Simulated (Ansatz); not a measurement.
# Ag wire along [110], 14 atoms a period: bands along the axis, part 2 of 2

What gap, if any, does the Ag wire along [110], 14 atoms a period have, and how many channels would it open?

Ansatz 0.2.0; DFT PBE, plane waves, PAW; relaxation of a wire's period; PAW set soft_1 (the session's first sound run).

So far: Starting point; Relaxing the period.

## Step 2: Relaxing the period (continued)

Relaxation path:

```csv
step,energy less that of the first step (eV),largest force component (eV/Å),pressure (GPa),volume (Å³)
1,0.0000,0.3260,-1.08,691.38
2,-0.0861,0.1692,0.87,676.29
3,-0.1443,0.0279,-0.05,679.96
4,-0.1458,0.0100,0.01,678.72
5*,-0.1435,0.0100,0.02,678.72
```

Relaxation steps marked * repeat the geometry before them on a plane-wave basis chosen anew for their cell, so energy and pressure can jump there.

Forces are held to the 8 operations that the run works with; a distortion that breaks them can't arise in this run.

| cell as run | before | after | change |
| --- | --- | --- | --- |
| c (Å) | 2.934 | 2.881 | -1.8 % |

The atoms that moved most (Å, along periodic axes as changes of fractional coordinates times the final cell, across vacuum about the mean position):

```csv
atom,dx,dy,dz,length
Ag10,0.000,-0.118,0.000,0.118
Ag7,0.000,0.118,0.000,0.118
Ag6,0.061,-0.014,0.000,0.063
Ag12,-0.061,-0.014,0.000,0.063
Ag5,0.061,0.014,0.000,0.063
Ag11,-0.061,0.014,0.000,0.063
Ag9,0.000,-0.037,0.000,0.037
Ag8,0.000,0.037,0.000,0.037
```

This step gave:

| Item | Value |
| --- | --- |
| energy at zero smearing | -106263.4805 eV |
| cell length along the wire | 2.881 Å |

The cell's length comes to 2.881 Å with spin left out.

## Step 3: The perfect wire

This step: DFT PBE, plane waves, PAW; bands of a perfect wire; PAW set soft_1 (Ansatz 0.2.0).

At the relaxed period the bands are computed along the axis; those that cross an energy going forward count the channels that a perfect wire would open there.

Input file input.yaml:

```yaml
crystal:
  lattice:
    - [15.1, 0.0, 0.0]
    - [0.0, 15.603, 0.0]
    - [0.0, 0.0, 2.8807492398]
  atoms:
    - { symbol: Ag, position: [0.361752924, 0.687914995, 0.0] }
    - { symbol: Ag, position: [0.361981765, 0.500015363, 0.0] }
    - { symbol: Ag, position: [0.638247076, 0.687914995, 0.0] }
    - { symbol: Ag, position: [0.638018235, 0.500015363, 0.0] }
    - { symbol: Ag, position: [0.229209159, 0.40689228, 0.5] }
    - { symbol: Ag, position: [0.229209159, 0.593138446, 0.5] }
    - { symbol: Ag, position: [0.5, 0.225439125, 0.5] }
    - { symbol: Ag, position: [0.5, 0.408369657, 0.5] }
    - { symbol: Ag, position: [0.5, 0.59166107, 0.5] }
    - { symbol: Ag, position: [0.5, 0.774591602, 0.5] }
    - { symbol: Ag, position: [0.770790841, 0.40689228, 0.5] }
    - { symbol: Ag, position: [0.770790841, 0.593138446, 0.5] }
    - { symbol: Ag, position: [0.361752924, 0.312115731, 0.0] }
    - { symbol: Ag, position: [0.638247076, 0.312115731, 0.0] }
kpoints:
  mp_grid: { grid: [1, 1, 28] }
  band_path: { path: ["Γ", Z], npoints: 90 }
scf:
  occupations: { method: fermi_dirac, width: 0.05 }
hamiltonian:
  xc: pbe
  pseudopotentials: { kind: paw, azcp: { folder: soft_1 } }
output:
  dos: { e_range: [-5, 4] }
  write_potential: true
  write_density: true
  volumetric_format: npy
```

Started as:

```sh
> ansatz run input.yaml --threads 4 --pin off --max-ram 16384MiB --backend cpu --events-out ev --progress --plain --runs-dir out
```

Numbers of over 12 decimals in the logs are rounded to 6 here.

What it wrote:

```text
[...]
Crystal: 14 atoms, lattice volume = 678.720 Å³
Basis set: ecut = 420 eV, 13247 PW (Γ)
Bands: 160, of which v1, the nominal top of the filled ones, is band 133 counted from 1 (132 counted from 0)
Symmetry: 8 space group operations
[...]
k-points: 15 of 28
[...]
SCF iter   1: F=—  HF=-106266.028253 eV  |F-HF|=—  |Δ(HF+E_count)|=         —  Δρ=3.34e-2  dr2=9.75e0  ethr=3.10e-3  ⟨swp⟩=6.4  Hψ=9421  notcnv=0  defer=64
[...]
SCF iter  10: F=-106263.499405 eV  HF=-106263.499405 eV  |F-HF|=8.73e-11  |Δ(HF+E_count)|=   1.81e-7  Δρ=1.45e-6  dr2=1.45e-8  ethr=3.76e-11  ⟨swp⟩=13.0  Hψ=9331  notcnv=0
SCF 1 converged in 10 iterations: F = -106263.499405 eV  dr2 = 1.45e-8
[...]
NSCF: frozen V_eff on 91 k-points
WARN: The output density's exchange-correlation potential varies sharply where the density is thin. Do not read a vacuum level from v_tot or v_xc, or from such a field of the output density. On a cell that repeats whose density bears no net charge and no dipole along the vacuum's axis use v_es (v_loc + v_h of the components); under efield.dipole_correction with no amplitude use v_es + v_field, which holds any externa [...]
SCF converged after 10 iterations
Free energy (F): -106263.499405 eV
[...]
Internal energy: -106263.462032 eV  (E = F + TS)
E sigma→0 (E₀):  -106263.480718 eV
Entropy (-TS):   -0.037372 eV (-2.669 meV/atom)
Fermi energy:    3.388214 eV
[...]
--- Band table (eV; the first three rows and the last of 15) ---
  k-point 0: bands = [... 129 lower, 0.5432, 0.5676, 0.8845, 1.6479, 1.8423, 2.7817, 2.9515, 3.4753, ... 23 higher]
  k-point 1: bands = [... 129 lower, 0.5179, 0.5702, 0.9282, 1.6841, 1.8874, 2.8174, 2.9826, 3.5113, ... 23 higher]
  k-point 2: bands = [... 129 lower, 0.5119, 0.6833, 1.0386, 1.7851, 2.0128, 2.9208, 3.0735, 3.6149, ... 23 higher]
  k-point 14: bands = [... 129 lower, 4.1069, 4.1248, 4.1906, 4.2548, 5.0970, 5.1622, 5.5667, 5.5725, ... 23 higher]
```

The job ended after 2.4 min (4 threads of Arm Neoverse V2, shared host; peak memory 4.9 GiB).

Reading the cycles: dr2 is the Hartree energy of the density residual (eV), the measure of convergence; HF is the Harris–Foulkes estimate of the energy, which meets the free energy F at convergence.

This step gave:

```
energy at zero smearing : -106263.4807 eV
band gap                : 0 eV
```

The electronic bands at the labelled points (eV, zero at the Fermi level; # counts the bands kept):

| point | #59 | #60 | #61 | #62 | #63 | #64 | #65 | #66 |
| --- | --- | --- | --- | --- | --- | --- | --- | --- |
| Γ | -2.82 | -2.50 | -1.74 | -1.55 | -0.61 | -0.44 | 0.09 | 0.16 |
| halfway | -1.60 | -1.29 | -0.49 | -0.07 | 0.76 | 0.83 | 1.44 | 1.57 |
| Z | 0.74 | 0.80 | 0.87 | 1.71 | 1.77 | 2.18 | 2.18 | 2.20 |

Between Γ and Z the bands cross the Fermi level 10 times, so a perfect wire would conduct at least 10 G₀, with spin left out.

## Step 4: Outcome

| Quantity | Value |
| --- | --- |
| cell length, PBE | 2.881 Å |
| ballistic conductance by band crossings, a lower bound, PBE | 10 G₀ |

**Reading.** Under PBE the cell's length is 2.88 Å, and the bands cross the Fermi level 10 times between Γ and Z, which gives a perfect wire at least 10 G₀ (opposite crossings within one step of the path cancel in such a count).

[Logs are printed without paths, hosts, clocks, repeated set-up lines and the standing remarks that a program may print on its own settings, such as how far it seeks lower states.]

[Hosts, paths, dates, database ids (printed as entryN), source tags and the programs' standing remarks are cut or masked in the printed files.]
